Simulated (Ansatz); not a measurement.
## The gap of BaNaBr3 (cubic perovskite) (Pm-3m): a ladder of methods and an error budget

Wanted: the gap of BaNaBr3 (cubic perovskite) (Pm-3m) by functionals, hybrids and G0W0, carried to the basis limit, with what remains uncertain.

Method: density functionals, hybrids, G0W0, plane waves, PAW, in Ansatz 0.2.0.

This is a report of a sequence of runs, with most program output left out.

The structure was built from a prototype and need not be the compound's stable phase.

In doubt: masses and optical values from hybrid runs of this build are listed as unsure (step 14), which bears on the screening that GW takes from such a start.

### Step 1. The structure

The structure is cubic, space group Pm-3m (No. 221). The conventional cell has a = 6.567 Å, b = 6.567 Å, c = 6.567 Å, α = 90.00°, β = 90.00°, γ = 90.00°. Na has 12 Br at 4.64 Å nearest. Nearest to Ba lie 6 Br at 3.28 Å. Nearest to Br lie 2 Ba at 3.28 Å. It derives from Ba1Br3Na1. Farther neighbours and most contacts between anions are not listed.

The start is a generated structure, not a measured one. The structure type comes from a generator and need not be one that this composition takes. Spin-orbit coupling is left out unless a step names it. The default PAW set here is soft_2. Its files were made with PBE.

### Step 2. Relaxing the structure

A relaxation at this level of theory: leftover forces would pass straight into the levels.

This step: DFT, PBE, plane waves, PAW.

Contents of input.yaml:

```yaml
crystal:
  lattice:
    - [6.56720846, 0.0, 0.0]
    - [0.0, 6.56720846, 0.0]
    - [0.0, 0.0, 6.56720846]
  atoms:
    - { symbol: Na, position: [0.0, 0.0, 0.0] }
    - { symbol: Ba, position: [0.5, 0.5, 0.5] }
    - { symbol: Br, position: [0.5, 0.5, 0.0] }
    - { symbol: Br, position: [0.5, 0.0, 0.5] }
    - { symbol: Br, position: [0.0, 0.5, 0.5] }
kpoints:
  mp_grid: { grid: [4, 4, 4] }
hamiltonian:
  xc: pbe
scf:
  occupations: { method: fermi_dirac, width: 0.02 }
relax:
  f_tol: 0.01
  max_steps: 100
  cell: {}
output:
  write_density: true
  write_potential: true
  elf: true
  volumetric_format: npy
```

On the command line:

```
$ ansatz run input.yaml --threads 4 --pin off --max-ram 17510MiB --backend cpu --events-out ev --progress --plain --runs-dir out
```

Run time: 8.2 s. Hardware: 4 threads of Arm Neoverse V1, shared host; peak memory 0.59 GiB; 30 s of CPU time.

Step by step:

| step | energy less that of the first step (eV) | largest force component (eV/Å) | pressure (GPa) | volume (Å³) |
| --- | --- | --- | --- | --- |
| 1 | 0.0000 | 0.0000 | -1.42 | 283.23 |
| 2 | -0.0928 | 0.0000 | -1.07 | 271.40 |
| 3 | -0.1713 | 0.0000 | 0.44 | 240.52 |
| 4 | -0.1802 | 0.0000 | -0.07 | 248.81 |
| 5 | -0.1806 | 0.0000 | 0.00 | 247.59 |
| 6* | -0.1792 | 0.0000 | 0.00 | 247.59 |

Relaxation steps marked * repeat the geometry before them on a plane-wave basis chosen anew for their cell, so energy and pressure can jump there.

Forces are held to the 48 operations that the run works with; a distortion that breaks them can't arise in this run.

```
conventional cell, symmetrised  before  after   change
                         a (Å)   6.567  6.279   -4.4 %
                         b (Å)   6.567  6.279   -4.4 %
                         c (Å)   6.567  6.279   -4.4 %
              volume (Å³/atom)   56.65  49.52  -12.6 %
```

The relaxed structure:

```cif
data_structure
_symmetry_space_group_name_H-M 'P 1'
_symmetry_Int_Tables_number 1
_cell_length_a 6.2793
_cell_length_b 6.2793
_cell_length_c 6.2793
_cell_angle_alpha 90.000
_cell_angle_beta 90.000
_cell_angle_gamma 90.000
_cell_volume 247.59
loop_
_atom_site_label
_atom_site_type_symbol
_atom_site_fract_x
_atom_site_fract_y
_atom_site_fract_z
_atom_site_occupancy
Na1 Na 0.00000 0.00000 0.00000 1
Ba2 Ba 0.50000 0.50000 0.50000 1
Br3 Br 0.50000 0.50000 0.00000 1
Br4 Br 0.50000 0.00000 0.50000 1
Br5 Br 0.00000 0.50000 0.50000 1
```

### Step 3. PBE bands

Levels along a band path, at the cheap level, show where the edges lie and whether the meshes to come will hold them.

Contents of input.yaml:

```yaml
crystal:
  lattice:
    - [6.2793234105, 0.0, 0.0]
    - [0.0, 6.2793234105, 0.0]
    - [0.0, 0.0, 6.2793234105]
  atoms:
    - { symbol: Na, position: [0.0, 0.0, 0.0] }
    - { symbol: Ba, position: [0.5, 0.5, 0.5] }
    - { symbol: Br, position: [0.5, 0.5, 0.0] }
    - { symbol: Br, position: [0.5, 0.0, 0.5] }
    - { symbol: Br, position: [0.0, 0.5, 0.5] }
kpoints:
  mp_grid: { grid: [4, 4, 4] }
  band_path:
    path:
      - [[0.0, 0.0, 0.0], [0.0, 0.5, 0.0], [0.5, 0.5, 0.0], [0.0, 0.0, 0.0], [0.5, 0.5, 0.5], [0.0, 0.5, 0.0]]
      - [[0.5, 0.5, 0.5], [0.5, 0.5, 0.0]]
    npoints: 10
hamiltonian:
  xc: pbe
scf:
  occupations: { method: fermi_dirac, width: 0.02 }
  n_extra_bands: 5
output:
  eigenvalues: true
  forces: true
  stress: true
  write_density: true
  write_potential: true
  elf: true
  volumetric_format: npy
```

Elapsed: 3.4 s, on 4 threads; peak memory 0.57 GiB; 13 s of CPU time.

This step gave:

* pressure: -0.001288 GPa
* filled bands: 20
* gap: 2.860 eV
* valence top at: R
* conduction bottom at: Γ
* least direct gap: 3.029 eV

The gap is indirect, with the least direct gap 0.17 eV higher.

Electronic bands along the path, in eV, zero at the top of the highest nominally filled band:

| point | band 17 | band 18 | band 19 | band 20 | band 21 | band 22 | band 23 | band 24 |
| --- | --- | --- | --- | --- | --- | --- | --- | --- |
| Γ | -0.35 | -0.17 | -0.17 | -0.17 | 2.86 | 5.12 | 5.12 | 5.12 |
| halfway | -0.42 | -0.38 | -0.19 | -0.19 | 3.24 | 5.16 | 5.49 | 5.49 |
| X | -0.57 | -0.41 | -0.21 | -0.21 | 3.82 | 4.91 | 5.21 | 5.91 |
| halfway | -0.54 | -0.45 | -0.28 | -0.15 | 3.91 | 5.31 | 5.61 | 5.97 |
| M | -0.53 | -0.53 | -0.35 | 0.00 | 4.02 | 5.85 | 5.85 | 6.15 |
| halfway | -0.46 | -0.46 | -0.24 | -0.21 | 3.52 | 5.51 | 5.59 | 5.61 |
| Γ | -0.35 | -0.17 | -0.17 | -0.17 | 2.86 | 5.12 | 5.12 | 5.12 |
| halfway | -0.75 | -0.24 | -0.24 | -0.18 | 3.69 | 5.41 | 5.93 | 5.93 |
| R | -1.11 | 0.00 | 0.00 | 0.00 | 3.59 | 6.78 | 6.78 | 6.78 |
| halfway | -0.77 | -0.22 | -0.19 | -0.12 | 3.85 | 5.57 | 5.87 | 6.05 |
| X | -0.57 | -0.41 | -0.21 | -0.21 | 3.82 | 4.91 | 5.21 | 5.91 |
| jump to R | -1.11 | 0.00 | 0.00 | 0.00 | 3.59 | 6.78 | 6.78 | 6.78 |
| halfway | -0.87 | -0.15 | -0.15 | 0.00 | 3.79 | 6.08 | 6.08 | 6.51 |
| M | -0.53 | -0.53 | -0.35 | 0.00 | 4.02 | 5.85 | 5.85 | 6.15 |

Valence density in the ac plane at fractional y = 0.500, with atoms of Ba and Br within 0.2 Å of it. It is the smooth field of the valence electrons, not physical close to the nuclei.

Ten even steps from '0' (0.0 e/Å³) to '9' (1.3 e/Å³), each cell a mean:
```
00000268467310000
00000137885200000
00000013442100000
00000001111000000
11000001111000001
43100014552100123
87410148997211257
47621279579511486
17621388259511484
78521269898411378
65210136874100136
21100012321000012
00000001110000000
00000012221000000
00000125664100000
00000158777310000
00000267148410000
```
Columns run along a (6.3 Å), rows up along c (6.3 Å). Atoms in or near the plane, at fractional coordinates: Ba at (0.50, 0.50), Br at (0.50, 0.00), Br at (0.00, 0.50).

ELF in the ac plane at fractional y = 0.500, with atoms of Ba and Br within 0.2 Å of it. It is the smooth field of the valence electrons, not physical close to the nuclei.

Ten even steps from '0' (0.00) to '9' (0.86), each cell a mean:
```
00026996028985100
00015899899973000
10002589998740001
54200134443200035
87520012321000478
99851158887302799
89961399899713898
05972596139824992
04972595018834980
48972498569824996
99961279999513899
98730024553101589
76310012221100256
32001367776520012
00003799999852000
00026898459974000
00037994008985100
```
Columns run along a (6.3 Å), rows up along c (6.3 Å). Atoms in or near the plane, at fractional coordinates: Ba at (0.50, 0.50), Br at (0.50, 0.00), Br at (0.00, 0.50).

### Step 4. LDA

A second semilocal functional shows how much of the gap hangs on that choice alone.

This step: DFT, LDA, plane waves, PAW.

Contents of input.yaml:

```yaml
crystal:
  lattice:
    - [6.2793234105, 0.0, 0.0]
    - [0.0, 6.2793234105, 0.0]
    - [0.0, 0.0, 6.2793234105]
  atoms:
    - { symbol: Na, position: [0.0, 0.0, 0.0] }
    - { symbol: Ba, position: [0.5, 0.5, 0.5] }
    - { symbol: Br, position: [0.5, 0.5, 0.0] }
    - { symbol: Br, position: [0.5, 0.0, 0.5] }
    - { symbol: Br, position: [0.0, 0.5, 0.5] }
kpoints:
  mp_grid: { grid: [4, 4, 4] }
  band_path:
    path: [[0.0, 0.0, 0.0], [0.0, 0.5, 0.0], [0.5, 0.5, 0.0], [0.5, 0.5, 0.5]]
    npoints: 1
hamiltonian:
  xc: lda
scf:
  occupations: { method: fixed }
  n_extra_bands: 5
output:
  eigenvalues: true
  forces: true
  stress: true
```

Elapsed: 1.6 s, on 4 threads; peak memory 0.51 GiB.

Numbers from this step:

* pressure: -1.405 GPa
* gap: 2.740 eV
* valence top at: R
* conduction bottom at: Γ
* least direct gap: 2.918 eV

The gap stands −0.12 eV against PBE.

### Step 5. PBEsol

This step: DFT, PBEsol, plane waves, PAW.

input.yaml, as its differences from that of step 4:

```diff
@@ -17,3 +17,3 @@
 hamiltonian:
-  xc: lda
+  xc: pbesol
 scf:
```

Wall time 1.7 s (4 threads); peak memory 0.54 GiB.

This step gave:

```yaml
pressure: -0.7413 GPa
gap: 2.937 eV
valence_top_at: R
conduction_bottom_at: Γ
least_direct_gap: 3.108 eV
```

The gap stands +0.08 eV against PBE.

### Step 6. PBE+SOC

Spin-orbit coupling can split or shift the edges; a non-collinear run measures by how much.

This step: DFT, PBE with spin-orbit coupling, plane waves, PAW.

input.yaml, as its differences from that of step 5:

```diff
@@ -17,6 +17,9 @@
 hamiltonian:
-  xc: pbesol
+  xc: pbe
 scf:
   occupations: { method: fixed }
-  n_extra_bands: 5
+  n_extra_bands: 10
+magnetization:
+  noncollinear: true
+  spin_orbit: true
 output:
```

Wall time 11 s (4 threads); peak memory 1.1 GiB; 44 s of CPU time.

This step gave:

```yaml
pressure: -0.003001 GPa
gap: 2.765 eV
valence_top_at: R
conduction_bottom_at: Γ
least_direct_gap: 2.856 eV
```

The gap stands −0.10 eV against PBE.

### Step 7. HSE06

HSE06 mixes in a quarter of exact exchange at short range. Exchange couples all pairs of k points, which makes a full band path dear, so levels are read on the mesh and at chosen points.

This step: DFT, HSE06, plane waves, PAW.

input.yaml, as its differences from that of step 6:

```diff
@@ -12,3 +12,3 @@
 kpoints:
-  mp_grid: { grid: [4, 4, 4] }
+  mp_grid: { grid: [2, 2, 2] }
   band_path:
@@ -17,12 +17,7 @@
 hamiltonian:
-  xc: pbe
+  xc: hse06
 scf:
   occupations: { method: fixed }
-  n_extra_bands: 10
-magnetization:
-  noncollinear: true
-  spin_orbit: true
+  n_extra_bands: 5
 output:
   eigenvalues: true
-  forces: true
-  stress: true
```

Run time: 22 s. Hardware: 4 threads; peak memory 1.5 GiB.

Numbers from this step:

```yaml
gap: 3.962 eV
valence_top_at: R
conduction_bottom_at: Γ
least_direct_gap: 4.150 eV
```

The gap stands +1.10 eV against PBE.

### Step 8. PBE0

PBE0 keeps its quarter of exact exchange at all distances, which suits crystals with ε∞ near 4 best.

This step: DFT, PBE0, plane waves, PAW.

input.yaml, as its differences from that of step 7:

```diff
@@ -17,3 +17,3 @@
 hamiltonian:
-  xc: hse06
+  xc: pbe0
 scf:
@@ -23 +23,5 @@
   eigenvalues: true
+  write_density: true
+  write_potential: true
+  elf: true
+  volumetric_format: npy
```

Wall time 21 s (4 threads); peak memory 1.5 GiB; 76 s of CPU time.

Numbers from this step:

| Quantity | Value |
| --- | --- |
| gap | 4.680 eV |
| valence top at | R |
| conduction bottom at | Γ |
| least direct gap | 4.868 eV |

The gap stands +1.82 eV against PBE.

### Step 9. DDH-PBE0

Here the share of exact exchange is set once to one over ε∞ of the semilocal ground state, the screening that GW applies at long range.

This step: DFT, dielectric-dependent PBE0 (fraction 1/eps_inf of PBE), plane waves, PAW.

input.yaml, the sections that differ from step 8:

```yaml
crystal:
  lattice:
    - [6.2793234105, 0.0, 0.0]
    - [0.0, 6.2793234105, 0.0]
    - [0.0, 0.0, 6.2793234105]
  atoms:
    - { symbol: Na, position: [0.0, 0.0, 0.0] }
    - { symbol: Ba, position: [0.5, 0.5, 0.5] }
    - { symbol: Br, position: [0.5, 0.5, 0.0] }
    - { symbol: Br, position: [0.5, 0.0, 0.5] }
    - { symbol: Br, position: [0.0, 0.5, 0.5] }
  host: atoms
hamiltonian:
  xc:
    exchange: pbe
    correlation: pbe
    exx: { coeff: inverse_dielectric }
output:
  eigenvalues: true
# kpoints, scf: as in step 8
```

Wall time 29 s (4 threads); peak memory 1.6 GiB.

This step gave:

```yaml
gap: 5.773 eV
valence_top_at: R
conduction_bottom_at: Γ
least_direct_gap: 5.969 eV
exact_exchange_fraction: 0.3957
```

The gap stands +2.91 eV against PBE; the share of exchange is 0.396, one over an ε∞ of 2.5.

### Step 10. Dielectric tensor

ε∞ sets how strongly the crystal screens. Perturbation theory gives it with local fields and without a sum over empty bands.

This step: dielectric response by perturbation theory, PBE, plane waves, PAW.

Contents of input.yaml:

```yaml
crystal:
  lattice:
    - [6.2793234105, 0.0, 0.0]
    - [0.0, 6.2793234105, 0.0]
    - [0.0, 0.0, 6.2793234105]
  atoms:
    - { symbol: Na, position: [0.0, 0.0, 0.0] }
    - { symbol: Ba, position: [0.5, 0.5, 0.5] }
    - { symbol: Br, position: [0.5, 0.5, 0.0] }
    - { symbol: Br, position: [0.5, 0.0, 0.5] }
    - { symbol: Br, position: [0.0, 0.5, 0.5] }
kpoints:
  mp_grid: { grid: [4, 4, 4] }
hamiltonian:
  xc: pbe
scf:
  occupations: { method: fixed }
dielectric: {}
```

It took 23 s on 4 threads; peak memory 0.94 GiB; 85 s of CPU time.

This step gave:

- stated error of ε∞: 0.0058

One over ε∞ averages 0.40, above the quarter of exact exchange in PBE0, which should therefore fall short.

High-frequency dielectric tensor:

```
2.53 0.00 0.00
0.00 2.53 0.00
0.00 0.00 2.53
```

### Step 11. G0W0, 2×2×2 mesh, 121 empty bands, screening to 36 eV

Now the one-shot GW correction: screening in the RPA, then the self-energy of the levels asked for.

This step: G0W0 on PBE, plane waves, PAW.

input.yaml, the sections that differ from step 10:

```yaml
kpoints:
  mp_grid: { grid: [2, 2, 2] }
gw:
  n_empty_bands: 121
  ecut_chi: 36
  qp_bands: [v2, c2]
  qp_kpoints: band_edges
  screening: { model: contour_deformation }
# crystal, hamiltonian, scf: as in step 10
# dielectric: removed
```

Wall time 4.8 s (4 threads); peak memory 0.7 GiB.

Numbers from this step:

- bands summed: 141
- RPA ε∞ on this mesh (eigenvalues): 2.563, 2.563, 2.563
- plane waves in the screening matrix: 123
- G0W0 gap on the mesh: 4.752 eV
- k of the valence top: -0.5, -0.5, -0.5
- k of the conduction bottom: 0, 0, 0
- starting gap on the mesh: 2.850 eV
- least direct G0W0 gap on the computed points: 4.878 eV

The gap on the mesh goes from 2.85 eV to 4.75 eV, a correction of +1.90 eV. Between the two edge states, bare exchange in place of the xc potential would open the gap by 6.96 eV, and correlation takes back 5.06 eV.

### Step 12. G0W0, 2×2×2 mesh, 343 empty bands, screening to 72 eV

Another rung: the empty bands reach about as high as the screening cutoff, so the two stay in balance.

input.yaml, as its differences from that of step 11:

```diff
@@ -18,4 +18,4 @@
 gw:
-  n_empty_bands: 121
-  ecut_chi: 36
+  n_empty_bands: 343
+  ecut_chi: 72
   qp_bands: [v2, c2]
```

Wall time 18 s (4 threads); peak memory 1.6 GiB; 68 s of CPU time.

Numbers from this step:

```yaml
bands_summed: 363
rpa_eps_infinity_on_this_mesh_eigenvalues: 2.550, 2.550, 2.550
plane_waves_in_the_screening_matrix: 341
g0w0_gap_on_the_mesh: 4.953 eV
k_of_the_valence_top: -0.5, -0.5, -0.5
k_of_the_conduction_bottom: 0, 0, 0
starting_gap_on_the_mesh: 2.850 eV
least_direct_g0w0_gap_on_the_computed_points: 5.109 eV
```

Against the run with 2×2×2 mesh, 121 empty bands, screening to 36 eV, the gap moves by +0.20 eV.

### Step 13. G0W0, 2×2×2 mesh, 739 empty bands, screening to 120 eV

input.yaml, as its differences from that of step 12:

```diff
@@ -18,4 +18,4 @@
 gw:
-  n_empty_bands: 343
-  ecut_chi: 72
+  n_empty_bands: 739
+  ecut_chi: 120.0
   qp_bands: [v2, c2]
```

Elapsed: 88 s, on 4 threads; peak memory 4 GiB.

This step gave:

```
bands summed                                 : 759
RPA ε∞ on this mesh (eigenvalues)            : 2.545, 2.545, 2.545
plane waves in the screening matrix          : 739
q-points in the mesh                         : 8
G0W0 gap on the mesh                         : 5.162 eV
k of the valence top                         : -0.5, -0.5, -0.5
k of the conduction bottom                   : 0, 0, 0
starting gap on the mesh                     : 2.850 eV
Z at the valence top                         : 0.7708
Z at the conduction bottom                   : 0.8523
least direct G0W0 gap on the computed points : 5.329 eV
```

Against the run with 2×2×2 mesh, 343 empty bands, screening to 72 eV, the gap moves by +0.21 eV.

Limits: finite bands, cutoff and mesh; no spin-orbit coupling; coarse k mesh. v1 is the top filled band, c1 the lowest empty one. The levels before and after the correction (eV, zero at the valence-band top of each column):

|  | conduction bottom | valence top |
| --- | --- | --- |
| Kohn-Sham | 2.85 | 0.00 |
| G0W0 | 5.16 | 0.00 |

```csv
,level,occupation,energy (eV)
Kohn-Sham,Γ v2-v1,2,-0.171
Kohn-Sham,Γ c1,0,2.850
Kohn-Sham,Γ c2,0,5.092
Kohn-Sham,(-0.5 -0.5 -0.5) v2-v1,2,0.000
Kohn-Sham,(-0.5 -0.5 -0.5) c1,0,3.584
Kohn-Sham,(-0.5 -0.5 -0.5) c2,0,6.768
G0W0,Γ v2-v1,2,-0.167
G0W0,Γ c1,0,5.162
G0W0,Γ c2,0,7.609
G0W0,(-0.5 -0.5 -0.5) v2-v1,2,0.000
G0W0,(-0.5 -0.5 -0.5) c1,0,6.063
G0W0,(-0.5 -0.5 -0.5) c2,0,9.157
```

The parts of the quasiparticle energy at the two band edges (eV; QP = start + Σx + Σc − Vxc):

| run | edge | start | Σx | Σc | Vxc | Z | QP |
| --- | --- | --- | --- | --- | --- | --- | --- |
| 141 bands | valence top | -0.03 | -19.29 | 2.70 | -15.43 | 0.78 | -1.19 |
| 141 bands | conduction bottom | 2.82 | -2.20 | -2.37 | -5.31 | 0.85 | 3.56 |
| 363 bands | valence top | -0.03 | -19.29 | 2.43 | -15.43 | 0.77 | -1.46 |
| 363 bands | conduction bottom | 2.82 | -2.20 | -2.43 | -5.31 | 0.85 | 3.49 |
| 759 bands | valence top | -0.03 | -19.29 | 2.20 | -15.43 | 0.77 | -1.69 |
| 759 bands | conduction bottom | 2.82 | -2.20 | -2.45 | -5.31 | 0.85 | 3.47 |

### Step 14. G0W0@HSE06, 2×2×2 mesh, 739 empty bands, screening to 120 eV

The same correction from a different start measures what one shot leaves open.

This step: G0W0 on HSE06, plane waves, PAW.

input.yaml, as its differences from that of step 13:

```diff
@@ -14,3 +14,3 @@
 hamiltonian:
-  xc: pbe
+  xc: hse06
 scf:
```

It took 6.2 min on 4 threads; peak memory 3 GiB.

Numbers from this step:

```
bands summed                                 : 759
RPA ε∞ on this mesh (eigenvalues)            : 2.199, 2.199, 2.199
plane waves in the screening matrix          : 739
G0W0 gap on the mesh                         : 5.780 eV
k of the valence top                         : -0.5, -0.5, -0.5
k of the conduction bottom                   : 0, 0, 0
starting gap on the mesh                     : 3.962 eV
least direct G0W0 gap on the computed points : 5.947 eV
```

Against the run with 2×2×2 mesh, 739 empty bands, screening to 120 eV on PBE, the gap moves by +0.62 eV, while the start moved by +1.11 eV.

[end of part 1 of 2]

[Paths, hosts, dates, memory and timing lines, banners, echoed tables and standing remarks are left out of the program output.]

[Logs are printed without paths, hosts, clocks, repeated set-up lines and the standing remarks that a program may print on its own settings, such as how far it seeks lower states.]

[Runs of the session that timed out or met a known fault of the program may be left out.]

[Cells called generated may have been cut or substituted from an entry of the Crystallography Open Database or the Materials Project.]

[Hosts, paths, dates, database ids (printed as entryN), source tags and the programs' standing remarks are cut or masked in the printed files.]
